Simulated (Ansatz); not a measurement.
# Knight shifts in Zr (Zirconium)

Wanted: spin susceptibility and spin part of the Knight shift of Zr (Zirconium), from the response to a Zeeman field.

Method: DFT, PBE, plane-wave PAW, default files (PAW set soft_2), collinear spin, scalar-relativistic, in Ansatz 0.2.0.

### 1. Starting point

Symmetry: P6_3/mmc, No. 194, hexagonal system. The conventional cell has a = 3.232 Å, b = 3.232 Å, c = 5.147 Å, α = 90.00°, β = 90.00°, γ = 120.00°. Nearest to Zr lie 12 Zr at 3.18 to 3.23 Å.

The cell is an entry of the Crystallography Open Database; it need not be the form that is stable at ambient conditions.

### 2. Applying a field to the spins

A field acting on the spins alone polarises the electrons at the Fermi level, and through exchange the cores. The spin density that this leaves at a nucleus gives the contact field (2μ₀/3) μB ρ_s, and its ratio to B is the isotropic contact shift K; the spin-dipolar anisotropy is not included. The field, 300 T, is far above laboratory fields so that the moment stands clear of numerical noise; it splits the spins by 35 meV, against a smearing of 70 meV. The net moment comes from states near the Fermi level, so the mesh must be dense.

Contents of input.yaml:

```yaml
crystal:
  lattice:
    - [3.232, 0.0, 0.0]
    - [-1.616, 2.798994105, 0.0]
    - [0.0, 0.0, 5.147]
  atoms:
    - { symbol: Zr, position: [0.6666666667, 0.3333333333, 0.75] }
    - { symbol: Zr, position: [0.3333333333, 0.6666666667, 0.25] }
kpoints:
  mp_grid: { grid: [19, 19, 11] }
scf:
  lower_state_search: "off"
  occupations: { method: fermi_dirac, width: 0.07 }
  convergence: { dr2_threshold: 1.0e-10 }
hamiltonian:
  xc: pbe
output:
  efg: { contact_densities: true, quadrupole_moments_barn: { Zr: -0.176 } }
  forces: true
  dos: { de: 0.02 }
  write_density: true
  write_potential: true
  elf: true
  volumetric_format: npy
magnetization:
  spin_polarized: true
  magnetic_field: 300
```

On the command line:

```console
$ ansatz run input.yaml --threads 2 --pin off --max-ram 4096MiB --backend cpu --events-out ev --progress --plain --runs-dir out
```

Numbers of over 12 decimals in the logs are rounded to 6 here.

The program printed:

```text
[a pick of lines, long numbers rounded; other set-up, energy and force rows are left out]
Functional definition: PBE
Basis set: ecut = 420 eV, 929 PW (Γ), exchange–correlation on 48×48×72 points (8 copies of the dense FFT grid, shifted against one another)
Symmetry: 24 space group operations
k-points: 240 of 3971
SCF iter   1: F=—  HF=-8364.641411 eV  |F-HF|=—  |Δ(HF+E_count)|=         —  Δρ=5.22e-2 (↑4.64e-2 ↓5.22e-2)  dr2=2.09e-1  dr2_m=1.01e0  M=4.116 μB ∫|m|=4.116 μB  ethr=2.20e-3  ⟨swp⟩=1.0  Hψ=48602  notcnv=0
SCF iter   2: F=—  HF=-8366.917889 eV  |F-HF|=—  |Δ(HF+E_count)|=         —  Δρ=3.42e-2 (↑3.42e-2 ↓2.46e-2)  dr2=3.81e-1  dr2_m=3.14e-1  M=1.912 μB ∫|m|=1.912 μB  β_m=0.30  ethr=8.71e-4  ⟨swp⟩=2.5  Hψ=15225  notcnv=0
preconditioner: auto → Kerker (q_TF=auto, 2.443 Å⁻¹)  [metal: Δε(μ)=0.003 eV  Ē_g=4.279 eV  σ=0.070 eV  W_gap=0.01  n_scr=10 (ndim 8)  ℏωp=15.4 eV  f_vac=0.000  D(μ)=3.20/eV (n_scr^D=34)]
SCF iter   3: F=—  HF=-8367.128728 eV  |F-HF|=—  |Δ(HF+E_count)|=   2.11e-1  Δρ=2.85e-2 (↑2.85e-2 ↓2.16e-2)  dr2=2.44e-1  dr2_m=2.31e-1  M=1.511 μB ∫|m|=1.511 μB  β_m=0.30  ethr=8.71e-4  ⟨swp⟩=2.1  Hψ=11426  notcnv=0
SCF iter   4: F=—  HF=-8367.261513 eV  |F-HF|=—  |Δ(HF+E_count)|=   1.33e-1  Δρ=2.08e-2 (↑1.93e-2 ↓2.08e-2)  dr2=1.28e-2  dr2_m=1.68e-1  M=1.163 μB ∫|m|=1.163 μB  β_m=0.30  ethr=8.71e-4  ⟨swp⟩=2.1  Hψ=16617  notcnv=0
SCF iter   5: F=—  HF=-8367.392868 eV  |F-HF|=—  |Δ(HF+E_count)|=   1.31e-1  Δρ=1.75e-2 (↑1.75e-2 ↓1.71e-2)  dr2=1.09e-2  dr2_m=1.25e-1  M=0.876 μB ∫|m|=0.876 μB  β_m=0.30  ethr=5.35e-5  ⟨swp⟩=2.5  Hψ=17979  notcnv=0
SCF iter   6: F=—  HF=-8367.492491 eV  |F-HF|=—  |Δ(HF+E_count)|=   9.96e-2  Δρ=1.46e-2 (↑1.46e-2 ↓1.43e-2)  dr2=2.40e-3  dr2_m=8.83e-2  M=0.664 μB ∫|m|=0.664 μB  β_m=0.30  ethr=4.54e-5  ⟨swp⟩=2.0  Hψ=10391  notcnv=0
SCF iter   7: F=—  HF=-8367.561413 eV  |F-HF|=—  |Δ(HF+E_count)|=   6.89e-2  Δρ=1.18e-2 (↑1.18e-2 ↓1.17e-2)  dr2=1.59e-3  dr2_m=5.88e-2  M=0.517 μB ∫|m|=0.517 μB  β_m=0.30  ethr=1.00e-5  ⟨swp⟩=2.5  Hψ=13120  notcnv=0
SCF iter   8: F=—  HF=-8367.607320 eV  |F-HF|=—  |Δ(HF+E_count)|=   4.59e-2  Δρ=9.40e-3 (↑9.40e-3 ↓9.31e-3)  dr2=5.43e-4  dr2_m=3.72e-2  M=0.418 μB ∫|m|=0.418 μB  β_m=0.30  ethr=6.62e-6  ⟨swp⟩=2.5  Hψ=13071  notcnv=0
SCF iter   9: F=—  HF=-8367.636811 eV  |F-HF|=—  |Δ(HF+E_count)|=   2.95e-2  Δρ=7.36e-3 (↑7.35e-3 ↓7.36e-3)  dr2=3.75e-6  dr2_m=2.31e-2  M=0.345 μB ∫|m|=0.345 μB  β_m=0.30  ethr=2.26e-6  ⟨swp⟩=2.5  Hψ=14970  notcnv=0
SCF iter  10: F=—  HF=-8367.655398 eV  |F-HF|=—  |Δ(HF+E_count)|=   1.86e-2  Δρ=5.81e-3 (↑5.81e-3 ↓5.80e-3)  dr2=1.48e-5  dr2_m=1.44e-2  M=0.287 μB ∫|m|=0.287 μB  β_m=0.59  ethr=1.56e-8  ⟨swp⟩=3.0  Hψ=16740  notcnv=0
SCF iter  11: F=—  HF=-8367.687155 eV  |F-HF|=—  |Δ(HF+E_count)|=   3.18e-2  Δρ=7.72e-4 (↑7.55e-4 ↓7.72e-4)  dr2=1.70e-5  dr2_m=2.45e-4  M=0.087 μB ∫|m|=0.087 μB  β_m=0.79  ethr=1.56e-8  ⟨swp⟩=3.0  Hψ=21114  notcnv=0
SCF iter  12: F=—  HF=-8367.687753 eV  |F-HF|=—  |Δ(HF+E_count)|=         —  Δρ=4.17e-4 (↑4.17e-4 ↓4.14e-4)  dr2=2.64e-6  dr2_m=7.33e-5  M=0.034 μB ∫|m|=0.034 μB  β_m=0.79  ethr=1.56e-8  ⟨swp⟩=6.8  Hψ=38606  notcnv=0
SCF iter  13: F=—  HF=-8367.687865 eV  |F-HF|=—  |Δ(HF+E_count)|=   1.12e-4  Δρ=1.90e-4 (↑1.90e-4 ↓1.88e-4)  dr2=5.55e-7  dr2_m=1.52e-5  M=0.043 μB ∫|m|=0.043 μB  β_m=0.90  ethr=1.10e-8  ⟨swp⟩=2.1  Hψ=18173  notcnv=0
SCF iter  14: F=—  HF=-8367.687900 eV  |F-HF|=—  |Δ(HF+E_count)|=   3.40e-5  Δρ=1.25e-5 (↑1.25e-5 ↓1.15e-5)  dr2=3.28e-9  dr2_m=6.08e-8  M=0.051 μB ∫|m|=0.051 μB  β_m=0.95  ethr=2.31e-9  ⟨swp⟩=2.0  Hψ=14884  notcnv=0
SCF iter  15: F=—  HF=-8367.687900 eV  |F-HF|=—  |Δ(HF+E_count)|=   2.72e-7  Δρ=1.69e-6 (↑1.60e-6 ↓1.69e-6)  dr2=2.06e-10  dr2_m=1.10e-9  M=0.051 μB ∫|m|=0.051 μB  β_m=0.97  ethr=1.37e-11  ⟨swp⟩=3.0  Hψ=16666  notcnv=0
SCF iter  16: F=-8367.687900 eV  HF=-8367.687900 eV  |F-HF|=1.53e-10  |Δ(HF+E_count)|=   5.81e-9  Δρ=3.46e-7 (↑3.06e-7 ↓3.46e-7)  dr2=1.13e-11  dr2_m=4.28e-11  M=0.051 μB ∫|m|=0.051 μB  β_m=0.99  ethr=1.00e-12  ⟨swp⟩=6.0  Hψ=36527  notcnv=0
SCF iter  17: F=-8367.687900 eV  HF=-8367.687900 eV  |F-HF|=3.64e-12  |Δ(HF+E_count)|=  2.36e-10  Δρ=5.01e-8 (↑4.48e-8 ↓5.01e-8)  dr2=1.74e-13  dr2_m=9.19e-13  M=0.051 μB ∫|m|=0.051 μB  β_m=0.99  ethr=1.00e-12  ⟨swp⟩=4.0  Hψ=35369  notcnv=0
SCF iter  18: F=-8367.687900 eV  HF=-8367.687900 eV  |F-HF|=0.00e0  |Δ(HF+E_count)|=  1.09e-11  Δρ=7.51e-9 (↑7.51e-9 ↓6.92e-9)  dr2=4.80e-15  dr2_m=2.08e-14  M=0.051 μB ∫|m|=0.051 μB  ethr=1.00e-12  ⟨swp⟩=3.5  Hψ=31150  notcnv=0
SCF converged after 18 iterations
Magnetization: 0.0511 μB (12.0256 up, 11.9744 down)
Absolute magnetization: 0.0511 μB (∫|ρ↑−ρ↓|, with the PAW one-centre terms)
Per-site moments (μB) at R_I (Å): [(0.017198, 1.311260), (0.017198, 1.311260)]
Free energy (F): -8367.687900 eV
Fermi energy:    13.999914 eV
--- Forces (eV/Å), atoms counted from 1 ---
--- PAW observables at the nuclei: V_zz in 10²¹ V/m², potentials from the cell's mean, atoms counted from 1 ---
  atom   1  Zr V_zz =    +4.318644   η = 0.0000   by run symmetry: allowed   C_q = -18.3787 MHz
            electrostatic potential = -5928.248653 V   contact ρ = 490537.699491 e/Å³   contact ρ_s (e/Å³): all electrons -0.013415, valence -0.001365
  atom   2  Zr V_zz =    +4.318644   η = 0.0000   by run symmetry: allowed   C_q = -18.3787 MHz
            electrostatic potential = -5928.248653 V   contact ρ = 490537.699491 e/Å³   contact ρ_s (e/Å³): all electrons -0.013415, valence -0.001365
--- Band table (eV; the first three rows and the last of 480) ---
  k-point 0 ↑: bands = ["-34.8371", "-34.6820", "-13.3682", "-12.4991", "-12.4991", "-12.3597", "-12.3573", "-12.3573", "8.3314", "10.9501", "14.8429", "14.8429", "14.9939", "15.1550", "15.5359", "15.5359", "16.1174", "16.1174"]
  k-point 1 ↑: bands = ["-34.8340", "-34.6852", "-13.3491", "-12.4962", "-12.4962", "-12.3817", "-12.3602", "-12.3602", "8.4011", "10.9467", "14.8021", "14.8021", "14.9389", "15.0203", "15.4817", "15.4817", "16.2279", "16.2279"]
  k-point 2 ↑: bands = ["-34.8249", "-34.6945", "-13.2930", "-12.4879", "-12.4879", "-12.4453", "-12.3686", "-12.3686", "8.6051", "10.9212", "14.6873", "14.7213", "14.7213", "14.7843", "15.3395", "15.3395", "16.5129", "16.5129"]
  k-point 239 ↓: bands = ["-34.6222", "-34.6207", "-13.0942", "-13.0905", "-12.8716", "-12.8271", "-12.4804", "-12.4735", "12.4313", "12.4739", "12.8785", "12.9113", "13.9747", "14.0199", "15.9358", "16.2274", "18.4133", "18.4957"]
```

It took 43 s on 2 threads of Arm Neoverse N1, shared host; peak memory 0.58 GiB; 83 s of CPU time.

The moment is 0.0511 μB a cell, a spin susceptibility of 47.6 × 10⁻⁶ emu per mole of atoms. With 7.769 T for 1 e/Å³:

```csv
site,nucleus,contact shift (ppm),from valence states,rest (mostly cores)
Zr,91Zr,-347,-35,-312
```

The split depends on the files: semicore shells that they treat as valence count in the first part.

### 3. Is the response linear?

The shift is a ratio that holds only while the moment grows in step with the field, so the field is doubled.

input.yaml: that of step 2 with these lines changed.

```diff
@@ -19,9 +19,4 @@
   forces: true
-  dos: { de: 0.02 }
-  write_density: true
-  write_potential: true
-  elf: true
-  volumetric_format: npy
 magnetization:
   spin_polarized: true
-  magnetic_field: 300
+  magnetic_field: 600
```

The program printed:

```text
[a pick of lines, long numbers rounded; other set-up, energy and force rows are left out]
[...]
Basis set: ecut = 420 eV, 929 PW (Γ), exchange–correlation on 48×48×72 points (8 copies of the dense FFT grid, shifted against one another)
[... 1 set-up line as in the run before ...]
k-points: 240 of 3971
[...]
SCF converged after 19 iterations
Magnetization: 0.1014 μB (12.0507 up, 11.9493 down)
Absolute magnetization: 0.1014 μB (∫|ρ↑−ρ↓|, with the PAW one-centre terms)
Per-site moments (μB) at R_I (Å): [(0.034105, 1.311260), (0.034105, 1.311260)]
Free energy (F): -8367.689226 eV
Fermi energy:    13.996806 eV
--- Forces (eV/Å), atoms counted from 1 ---
[...]
atom   1  Zr V_zz =    +4.309201   η = 0.0000   by run symmetry: allowed   C_q = -18.3385 MHz
[...]
atom   2  Zr V_zz =    +4.309201   η = 0.0000   by run symmetry: allowed   C_q = -18.3385 MHz
[...]
```

Wall time 40 s (2 threads); peak memory 0.58 GiB.

The moment goes from 0.0511 to 0.101 μB, a factor of 1.98, and the shift of Zr from -347 to -338 ppm. The response is linear on all sites, to 3 % of the larger of shift and valence part or 3 ppm; the largest move is +10 ppm, on Zr.

### 4. How settled the numbers are

Each row names what differs in the settings from the first run, the PAW files staying the same unless named (PBE, default files (PAW set soft_2), mesh 19×19×11, fermi dirac smearing of 0.07 eV, cutoff 420 eV, 300 T). Shifts in ppm; times on 2 threads of Arm Neoverse N1, shared host.

```csv
run,time,χ_s (10⁻⁶ emu/mol),Zr
first run,43 s,47.6,-347
1000 T,37 s,46.5,-318
volume × 1.040,41 s,48.9,-410
fermi dirac 0.05 eV,41 s,46.9,-409
LDA,39 s,47.6,-280
fermi dirac 0.025 eV,42 s,47.8,-550
```

### 5. What came out

| Property | Result |
| --- | --- |
| 91Zr contact shift | -347 ppm |
| spin susceptibility | 47.6 × 10⁻⁶ emu per mole of atoms |

In words: The spin part of the Knight shift is -347 ppm on Zr in the first run. No row of the table has a finer mesh on this cell, so the value may still hold a sampling error. Narrowing the smearing to 0.025 eV on the same mesh changes the shift of Zr by -203 ppm; a narrower smearing also needs a finer mesh, so this mixes a real change with noise. Another functional changes the shift of Zr by +67 ppm (LDA). Over the rows of this table on the first cell the shift spans -550 to -280 ppm on Zr. 1 further run of this session (failed, refused or on trial settings) is not shown. The orbital shift is left out; on d- and f-block metals such as Zr it can be large.

[Logs are printed without paths, hosts, clocks, repeated set-up lines and the standing remarks that a program may print on its own settings, such as how far it seeks lower states.]

[Hosts, paths, dates, database ids (printed as entryN), source tags and the programs' standing remarks are cut or masked in the printed files.]
